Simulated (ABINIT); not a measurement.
# Beyond one shot: Ca2H6Os (Fm-3m), part 2 of 3

Wanted: G0W0 and self-consistent gaps of Ca2H6Os (Fm-3m), with the cost of the cycles.

ABINIT 10.8.3; PBEsol and many-body steps on it, plane waves. Known limits of the many-body steps: not at the basis limit; no spin polarisation; d states lean on the start; no spin-orbit coupling; coarse k mesh.

So far. Step 5 (evGW0, cycle 1): Against G0W0 in ABINIT (2×2×2 mesh, 83 bands, screening to 106.1 eV, Godby-Needs plasmon pole), the gap moves by +0.231 eV. This first cycle still uses the starting levels; it takes the full correction, at all points of the mesh, and its linearised value is 3.837 eV. Step 6 (evGW0, cycle 2): Against the cycle before, the gap moves by −0.143 eV.

## Step 7: evGW0, cycle 3

Level of this step: evGW0 on PBEsol, plane waves, norm-conserving pseudopotentials (ABINIT).

run.abi

```
acell 3*1.0 Angstrom
rprim 
  -0.000000000000 3.614821300000 3.614821300000
  3.614821300000 -0.000000000000 3.614821300000
  3.614821300000 3.614821300000 -0.000000000000
ntypat 3
znucl 20 1 76
natom 9
typat 1 1 2 2 2 2 2 2 3
xred 
  0.250000000000 0.250000000000 0.250000000000
  0.750000000000 0.750000000000 0.750000000000
  0.762819760000 0.237180240000 0.237180240000
  0.237180240000 0.762819760000 0.762819760000
  0.237180240000 0.762819760000 0.237180240000
  0.762819760000 0.237180240000 0.762819760000
  0.237180240000 0.237180240000 0.762819760000
  0.762819760000 0.762819760000 0.237180240000
  0.000000000000 0.000000000000 0.000000000000
pp_dirpath "pseudos"
pseudos "Ca.upf, H.upf, Os.upf"
ecut 33
ngkpt 2 2 2
nshiftk 1
shiftk 0 0 0
kptopt 1
chksymbreak 0
istwfk *1
occopt 1
irdwfk 1
optdriver 4
nband 83
gwcalctyp 10
ecutsigx 33
symsigma 1
nkptgw 3
kptgw 
  0.0000000000 0.0000000000 0.0000000000
  0.5000000000 0.0000000000 0.0000000000
  0.5000000000 0.5000000000 0.0000000000
bdgw 
  13 29
  13 29
  13 29
ecuteps 3.9
irdscr 1
ppmodel 1
irdqps 1
indata_prefix "in"
outdata_prefix "out"
tmpdata_prefix "tmp"
```

On the command line:

```sh
$ OMP_NUM_THREADS=1 mpirun -n 4 abinit run.abi > log
```

Log:

```text
.Version 10.8.3 of ABINIT. v10.8.2 released Aug 2026.

 Symmetries : space group Fm -3 m (#225); Bravais cF (face-center cubic)
[... echo of the input left out ...]
== DATASET  1 ==================================================================
-   mpi_nproc: 4, omp_nthreads: 1 (-1 if OMP is not activated)

--- !DatasetInfo
iteration_state: {dtset: 1, }
dimensions: {natom: 9, nkpt: 3, mband: 83, nsppol: 1, nspinor: 1, nspden: 1, mpw: 5817, }
cutoff_energies: {ecut:  33.0, pawecutdg:  -1.0, }
[...]
Convergence of QP corrections
 >>>>> For spin  1 <<<<<
.  kptgw no:  1; Maximum DeltaE = (  -0.006  -0.000) for band index: 16
.  kptgw no:  2; Maximum DeltaE = (   0.000  -0.000) for band index: 16
.  kptgw no:  3; Maximum DeltaE = (  -0.005  -0.000) for band index: 17

== END DATASET(S) ==============================================================
================================================================================

 -outvars: echo values of variables after computation  --------
           etotal      0.0000000000E+00
            nband          83
             nkpt           3
          spgroup         225
 [... the other variables as echoed above ...]

 Calculation completed.
```

Wall time 16 s (4 MPI ranks of Arm Neoverse V2, shared host); peak memory 1.2 GiB.

This step gave:

* quasiparticle gap on the points computed: 3.936 eV
* gap of the density functional on the mesh: 2.604 eV
* k of the valence top: 0.5, 0.5, 0
* k of the conduction bottom: 0.5, 0.5, 0
* least direct quasiparticle gap on the computed points: 3.936 eV

Against the cycle before, the gap moves by +0.011 eV.

## Step 8: evGW0, cycle 4

run.abi is that of step 7.

Log:

```text
.Version 10.8.3 of ABINIT. v10.8.2 released Aug 2026.

 Symmetries : space group Fm -3 m (#225); Bravais cF (face-center cubic)
[... echo of the input left out ...]
== DATASET  1 ==================================================================
-   mpi_nproc: 4, omp_nthreads: 1 (-1 if OMP is not activated)

--- !DatasetInfo
iteration_state: {dtset: 1, }
dimensions: {natom: 9, nkpt: 3, mband: 83, nsppol: 1, nspinor: 1, nspden: 1, mpw: 5817, }
cutoff_energies: {ecut:  33.0, pawecutdg:  -1.0, }
[...]
Convergence of QP corrections
 >>>>> For spin  1 <<<<<
.  kptgw no:  1; Maximum DeltaE = (   0.001  -0.000) for band index: 16
.  kptgw no:  2; Maximum DeltaE = (   0.001  -0.000) for band index:  1
.  kptgw no:  3; Maximum DeltaE = (   0.000  -0.000) for band index: 17

== END DATASET(S) ==============================================================
================================================================================

 -outvars: echo values of variables after computation  --------
           etotal      0.0000000000E+00
            nband          83
             nkpt           3
          spgroup         225
 [... the other variables as echoed above ...]

 Calculation completed.
```

Wall time 16 s (4 MPI ranks); peak memory 1.2 GiB; 64 s of CPU time.

Numbers from this step:

```
quasiparticle gap on the points computed              : 3.936 eV
gap of the density functional on the mesh             : 2.604 eV
k of the valence top                                  : 0.5, 0.5, 0
k of the conduction bottom                            : 0.5, 0.5, 0
least direct quasiparticle gap on the computed points : 3.936 eV
```

Against the cycle before, the gap moves by +0.000 eV.

## Step 9: Screening, 2×2×2 mesh, 83 bands, screening to 106.1 eV

This step: RPA screening on PBEsol, plane waves, norm-conserving pseudopotentials.

Edit run.abi of step 8 so:

```diff
@@ -30,20 +30,13 @@
 irdwfk 1
-optdriver 4
+optdriver 3
 nband 83
+ecuteps 3.9
+inclvkb 2
+awtr 1
+symchi 1
 gwcalctyp 10
-ecutsigx 33
-symsigma 1
-nkptgw 3
-kptgw 
-  0.0000000000 0.0000000000 0.0000000000
-  0.5000000000 0.0000000000 0.0000000000
-  0.5000000000 0.5000000000 0.0000000000
-bdgw 
-  13 29
-  13 29
-  13 29
-ecuteps 3.9
-irdscr 1
-ppmodel 1
-irdqps 1
+mbpt_sciss 1.312 eV
+nqptdm 1
+qptdm 
+  0 0 0
 indata_prefix "in"
```

Log:

```text
.Version 10.8.3 of ABINIT. v10.8.2 released Aug 2026.

 Symmetries : space group Fm -3 m (#225); Bravais cF (face-center cubic)
[... echo of the input left out ...]
== DATASET  1 ==================================================================
-   mpi_nproc: 4, omp_nthreads: 1 (-1 if OMP is not activated)

--- !DatasetInfo
iteration_state: {dtset: 1, }
dimensions: {natom: 9, nkpt: 3, mband: 83, nsppol: 1, nspinor: 1, nspden: 1, mpw: 5817, }
cutoff_energies: {ecut:  33.0, pawecutdg:  -1.0, }
electrons: {nelect:   4.20000000E+01, charge:   0.00000000E+00, occopt:   1.00000000E+00, tsmear:   1.00000000E-02, }

 SCREENING: Calculation of the susceptibility and dielectric matrices

 Based on a program developped by R.W. Godby, V. Olevano, G. Onida, and L. Reining.
 Incorporated in ABINIT by V. Olevano, G.-M. Rignanese, and M. Torrent.
.Using double precision arithmetic ; gwpc =  8

[... cell and pseudopotentials left out ...]
--------------------------------------------------------------------------------

 ==== K-mesh for the wavefunctions ====
 Number of points in the irreducible wedge :     3
[... list of points left out ...]
 Together with 48 symmetry operations and time-reversal symmetry
 yields     8 points in the full Brillouin Zone.

 ==== Q-mesh for the screening function ====
 Number of points in the irreducible wedge :     3
[... list of points left out ...]
 Together with 48 symmetry operations and time-reversal symmetry
 yields     8 points in the full Brillouin Zone.

 setmesh: FFT mesh size selected  =    36x   36x   36
          total number of points  =        46656

 vcoul_init : cutoff-mode = AUXILIARY_FUNCTION
 q-points for optical limit:   1
     1)      0.000010    0.000020    0.000030

 Dielectric matrix will be calculated only for some
 selected q points provided by the user through the input variables
 nqptdm and qptdm

- screening: taking advantage of time-reversal symmetry
- Maximum band index for partially occupied states nbvw = 21
- Remaining bands to be divided among processors   nbcw = 62
- Number of bands treated by each node ~15

 rdqps: reading QP wavefunctions of the previous step
        looking for file in_QPS
 file not found, 1st iteration initialized with KS eigenelements

 screening : performing a first self-consistency
 update of the energies in W by a scissor operator
 applying a scissor operator of [eV] :   1.312

 Number of electrons calculated from density =   42.0000; Expected =   42.0000
 average of density, n =  0.065881
 r_s =    1.5360
 omega_plasma =   24.7592 [eV]

 calculating chi0 at frequencies [eV] :
  1    0.000000E+00    0.000000E+00
  2    0.000000E+00    2.475921E+01

--------------------------------------------------------------------------------
  q-point number  1        q = ( 0.000000, 0.000000, 0.000000) [r.l.u.]
--------------------------------------------------------------------------------
[... chi0 elements left out ...]
 For q-point:  0.000010 0.000020 0.000030
  dielectric constant =   4.1824
  dielectric constant without local fields =   4.9503

  Average fulfillment of the sum rule on Im[epsilon] for q-point    1 :     56.44  [%]
[... wings left out ...]
== END DATASET(S) ==============================================================
================================================================================

 -outvars: echo values of variables after computation  --------
           etotal      0.0000000000E+00
            nband          83
             nkpt           3
          spgroup         225
 [... the other variables as echoed above ...]

 Calculation completed.
```

Run time: 7.2 s. Hardware: 4 MPI ranks; peak memory 1.1 GiB.

This step gave:

| Property | Result |
| --- | --- |
| ε∞ with local fields, on this mesh, along the program's q direction | 4.182 |
| the same without local fields | 4.950 |
| plasma frequency | 24.76 eV |
| plane waves in the screening matrix | 259 |

This screening uses the functional's bands under a rigid shift, the mean opening of the cycle before.

## Step 10: Screening, 2×2×2 mesh, 83 bands, screening to 106.1 eV

This step: RPA screening on PBEsol from quasiparticle energies, plane waves, norm-conserving pseudopotentials.

Edit run.abi of step 9 so:

```diff
@@ -36,7 +36,8 @@
 symchi 1
+irdqps 1
 gwcalctyp 10
-mbpt_sciss 1.312 eV
-nqptdm 1
+nqptdm 2
 qptdm 
-  0 0 0
+  0.5000000000 0.0000000000 0.0000000000
+  0.5000000000 0.5000000000 0.0000000000
 indata_prefix "in"
```

mrgscr.stdin

```
2
merged
q0_SCR
out_SCR
1
```

On the command line:

```sh
$ OMP_NUM_THREADS=1 mpirun -n 4 abinit run.abi > log; mrgscr < mrgscr.stdin
```

Log:

```text
.Version 10.8.3 of ABINIT. v10.8.2 released Aug 2026.

 Symmetries : space group Fm -3 m (#225); Bravais cF (face-center cubic)
[... echo of the input left out ...]
== DATASET  1 ==================================================================
-   mpi_nproc: 4, omp_nthreads: 1 (-1 if OMP is not activated)

--- !DatasetInfo
iteration_state: {dtset: 1, }
dimensions: {natom: 9, nkpt: 3, mband: 83, nsppol: 1, nspinor: 1, nspden: 1, mpw: 5817, }
cutoff_energies: {ecut:  33.0, pawecutdg:  -1.0, }
[...]
q-point number  2        q = ( 0.500000, 0.500000, 0.000000) [r.l.u.]
--------------------------------------------------------------------------------
[... chi0 elements left out ...]
  Average fulfillment of the sum rule on Im[epsilon] for q-point    3 :     63.28  [%]

== END DATASET(S) ==============================================================
================================================================================

 -outvars: echo values of variables after computation  --------
           etotal      0.0000000000E+00
            nband          83
             nkpt           3
          spgroup         225
 [... the other variables as echoed above ...]

 Calculation completed.
```

Wall time 4.1 s (4 MPI ranks); peak memory 0.71 GiB.

This step gave:

- plasma frequency: 24.76 eV
- plane waves in the screening matrix: 259

This screening reads the quasiparticle levels of the cycle before.

## Step 11: evGW, cycle 1

This step: evGW on PBEsol, plane waves, norm-conserving pseudopotentials.

Edit run.abi of step 10 so:

```diff
@@ -30,14 +30,20 @@
 irdwfk 1
-optdriver 3
+optdriver 4
 nband 83
-ecuteps 3.9
-inclvkb 2
-awtr 1
-symchi 1
-irdqps 1
 gwcalctyp 10
-nqptdm 2
-qptdm 
+ecutsigx 33
+symsigma 1
+nkptgw 3
+kptgw 
+  0.0000000000 0.0000000000 0.0000000000
   0.5000000000 0.0000000000 0.0000000000
   0.5000000000 0.5000000000 0.0000000000
+bdgw 
+  13 29
+  13 29
+  13 29
+ecuteps 3.9
+irdscr 1
+ppmodel 1
+irdqps 1
 indata_prefix "in"
```

On the command line:

```sh
$ OMP_NUM_THREADS=1 mpirun -n 4 abinit run.abi > log
```

Log:

```text
.Version 10.8.3 of ABINIT. v10.8.2 released Aug 2026.

 Symmetries : space group Fm -3 m (#225); Bravais cF (face-center cubic)
[... echo of the input left out ...]
== DATASET  1 ==================================================================
-   mpi_nproc: 4, omp_nthreads: 1 (-1 if OMP is not activated)

--- !DatasetInfo
iteration_state: {dtset: 1, }
dimensions: {natom: 9, nkpt: 3, mband: 83, nsppol: 1, nspinor: 1, nspden: 1, mpw: 5817, }
cutoff_energies: {ecut:  33.0, pawecutdg:  -1.0, }
[...]
Convergence of QP corrections
 >>>>> For spin  1 <<<<<
.  kptgw no:  1; Maximum DeltaE = (  -0.081   0.000) for band index: 16
.  kptgw no:  2; Maximum DeltaE = (  -0.124   0.001) for band index: 16
.  kptgw no:  3; Maximum DeltaE = (  -0.084  -0.000) for band index: 17

== END DATASET(S) ==============================================================
================================================================================

 -outvars: echo values of variables after computation  --------
           etotal      0.0000000000E+00
            nband          83
             nkpt           3
          spgroup         225
 [... the other variables as echoed above ...]

 Calculation completed.
```

Run time: 16 s. Hardware: 4 MPI ranks; peak memory 1.2 GiB; 64 s of CPU time.

Numbers from this step:

```
quasiparticle gap on the points computed              : 4.205 eV
gap of the density functional on the mesh             : 2.604 eV
k of the valence top                                  : 0.5, 0.5, 0
k of the conduction bottom                            : 0.5, 0.5, 0
least direct quasiparticle gap on the computed points : 4.205 eV
```

Against G0W0 in ABINIT (2×2×2 mesh, 83 bands, screening to 106.1 eV, Godby-Needs plasmon pole), the gap moves by +0.368 eV.

## Step 12: Screening, 2×2×2 mesh, 83 bands, screening to 106.1 eV

This step: RPA screening on PBEsol, plane waves, norm-conserving pseudopotentials.

Edit run.abi of step 11 so:

```diff
@@ -30,20 +30,13 @@
 irdwfk 1
-optdriver 4
+optdriver 3
 nband 83
+ecuteps 3.9
+inclvkb 2
+awtr 1
+symchi 1
 gwcalctyp 10
-ecutsigx 33
-symsigma 1
-nkptgw 3
-kptgw 
-  0.0000000000 0.0000000000 0.0000000000
-  0.5000000000 0.0000000000 0.0000000000
-  0.5000000000 0.5000000000 0.0000000000
-bdgw 
-  13 29
-  13 29
-  13 29
-ecuteps 3.9
-irdscr 1
-ppmodel 1
-irdqps 1
+mbpt_sciss 1.589 eV
+nqptdm 1
+qptdm 
+  0 0 0
 indata_prefix "in"
```

Log:

```text
.Version 10.8.3 of ABINIT. v10.8.2 released Aug 2026.

 Symmetries : space group Fm -3 m (#225); Bravais cF (face-center cubic)
[... echo of the input left out ...]
== DATASET  1 ==================================================================
-   mpi_nproc: 4, omp_nthreads: 1 (-1 if OMP is not activated)

--- !DatasetInfo
iteration_state: {dtset: 1, }
dimensions: {natom: 9, nkpt: 3, mband: 83, nsppol: 1, nspinor: 1, nspden: 1, mpw: 5817, }
cutoff_energies: {ecut:  33.0, pawecutdg:  -1.0, }
[...]
[... chi0 elements left out ...]
 For q-point:  0.000010 0.000020 0.000030
  dielectric constant =   4.0898
  dielectric constant without local fields =   4.8219

  Average fulfillment of the sum rule on Im[epsilon] for q-point    1 :     57.07  [%]
[... wings left out ...]
== END DATASET(S) ==============================================================
================================================================================

 -outvars: echo values of variables after computation  --------
           etotal      0.0000000000E+00
            nband          83
             nkpt           3
          spgroup         225
 [... the other variables as echoed above ...]

 Calculation completed.
```

It took 7.2 s on 4 MPI ranks; peak memory 1.1 GiB.

Numbers from this step:

```yaml
eps_infinity_with_local_fields_on_this_mesh_along_the_program_s_q_direction: 4.090
the_same_without_local_fields: 4.822
plasma_frequency: 24.76 eV
plane_waves_in_the_screening_matrix: 259
```

This screening uses the functional's bands under a rigid shift, the mean opening of the cycle before.

## Step 13: Screening, 2×2×2 mesh, 83 bands, screening to 106.1 eV

This step: RPA screening on PBEsol from quasiparticle energies, plane waves, norm-conserving pseudopotentials.

Edit run.abi of step 12 so:

```diff
@@ -36,7 +36,8 @@
 symchi 1
+irdqps 1
 gwcalctyp 10
-mbpt_sciss 1.589 eV
-nqptdm 1
+nqptdm 2
 qptdm 
-  0 0 0
+  0.5000000000 0.0000000000 0.0000000000
+  0.5000000000 0.5000000000 0.0000000000
 indata_prefix "in"
```

mrgscr.stdin is that of step 10.

On the command line:

```sh
$ OMP_NUM_THREADS=1 mpirun -n 4 abinit run.abi > log; mrgscr < mrgscr.stdin
```

Log:

```text
.Version 10.8.3 of ABINIT. v10.8.2 released Aug 2026.

 Symmetries : space group Fm -3 m (#225); Bravais cF (face-center cubic)
[... echo of the input left out ...]
== DATASET  1 ==================================================================
-   mpi_nproc: 4, omp_nthreads: 1 (-1 if OMP is not activated)

--- !DatasetInfo
iteration_state: {dtset: 1, }
dimensions: {natom: 9, nkpt: 3, mband: 83, nsppol: 1, nspinor: 1, nspden: 1, mpw: 5817, }
cutoff_energies: {ecut:  33.0, pawecutdg:  -1.0, }
[...]
q-point number  2        q = ( 0.500000, 0.500000, 0.000000) [r.l.u.]
--------------------------------------------------------------------------------
[... chi0 elements left out ...]
  Average fulfillment of the sum rule on Im[epsilon] for q-point    3 :     63.76  [%]

== END DATASET(S) ==============================================================
================================================================================

 -outvars: echo values of variables after computation  --------
           etotal      0.0000000000E+00
            nband          83
             nkpt           3
          spgroup         225
 [... the other variables as echoed above ...]

 Calculation completed.
```

Elapsed: 4.1 s, on 4 MPI ranks; peak memory 0.72 GiB.

This step gave:

| Property | Result |
| --- | --- |
| plasma frequency | 24.76 eV |
| plane waves in the screening matrix | 259 |

This screening reads the quasiparticle levels of the cycle before.

## Step 14: evGW, cycle 2

This step: evGW on PBEsol, plane waves, norm-conserving pseudopotentials.

Edit run.abi of step 13 so:

```diff
@@ -30,14 +30,20 @@
 irdwfk 1
-optdriver 3
+optdriver 4
 nband 83
-ecuteps 3.9
-inclvkb 2
-awtr 1
-symchi 1
-irdqps 1
 gwcalctyp 10
-nqptdm 2
-qptdm 
+ecutsigx 33
+symsigma 1
+nkptgw 3
+kptgw 
+  0.0000000000 0.0000000000 0.0000000000
   0.5000000000 0.0000000000 0.0000000000
   0.5000000000 0.5000000000 0.0000000000
+bdgw 
+  13 29
+  13 29
+  13 29
+ecuteps 3.9
+irdscr 1
+ppmodel 1
+irdqps 1
 indata_prefix "in"
```

On the command line:

```sh
$ OMP_NUM_THREADS=1 mpirun -n 4 abinit run.abi > log
```

Log:

```text
.Version 10.8.3 of ABINIT. v10.8.2 released Aug 2026.

 Symmetries : space group Fm -3 m (#225); Bravais cF (face-center cubic)
[... echo of the input left out ...]
== DATASET  1 ==================================================================
-   mpi_nproc: 4, omp_nthreads: 1 (-1 if OMP is not activated)

--- !DatasetInfo
iteration_state: {dtset: 1, }
dimensions: {natom: 9, nkpt: 3, mband: 83, nsppol: 1, nspinor: 1, nspden: 1, mpw: 5817, }
cutoff_energies: {ecut:  33.0, pawecutdg:  -1.0, }
[...]
Convergence of QP corrections
 >>>>> For spin  1 <<<<<
.  kptgw no:  1; Maximum DeltaE = (   0.000   0.000) for band index:  1
.  kptgw no:  2; Maximum DeltaE = (  -0.012  -0.000) for band index:  2
.  kptgw no:  3; Maximum DeltaE = (   0.010   0.000) for band index:  5

== END DATASET(S) ==============================================================
================================================================================

 -outvars: echo values of variables after computation  --------
           etotal      0.0000000000E+00
            nband          83
             nkpt           3
          spgroup         225
 [... the other variables as echoed above ...]

 Calculation completed.
```

Elapsed: 16 s, on 4 MPI ranks; peak memory 1.2 GiB; 64 s of CPU time.

Numbers from this step:

```
quasiparticle gap on the points computed              : 4.229 eV
gap of the density functional on the mesh             : 2.604 eV
k of the valence top                                  : 0.5, 0.5, 0
k of the conduction bottom                            : 0.5, 0.5, 0
least direct quasiparticle gap on the computed points : 4.229 eV
```

Against the cycle before, the gap moves by +0.024 eV.

[end of part 2 of 3]

[Paths, hosts, dates, memory and timing lines, banners, echoed tables and standing remarks are left out of the program output.]

[Logs are printed without paths, hosts, clocks, repeated set-up lines and the standing remarks that a program may print on its own settings, such as how far it seeks lower states.]

[Runs of the session that timed out or met a known fault of the program may be left out.]

[No measured gap is set beside runs whose start may be inverted or whose files or cutoffs have a known fault.]

[Loops that did not settle are left out.]

[Hosts, paths, dates, database ids (printed as entryN), source tags and the programs' standing remarks are cut or masked in the printed files.]

[G0W0 gaps are taken among the corrected bands and points alone; a level outside them can change the order at an edge.]

[Where Ansatz stands beside ABINIT at settings called matched, ABINIT's density can come from a denser mesh and the files from another edition; pairs whose starting gaps differed by over 0.03 eV were left out, so agreement reads better than it is.]
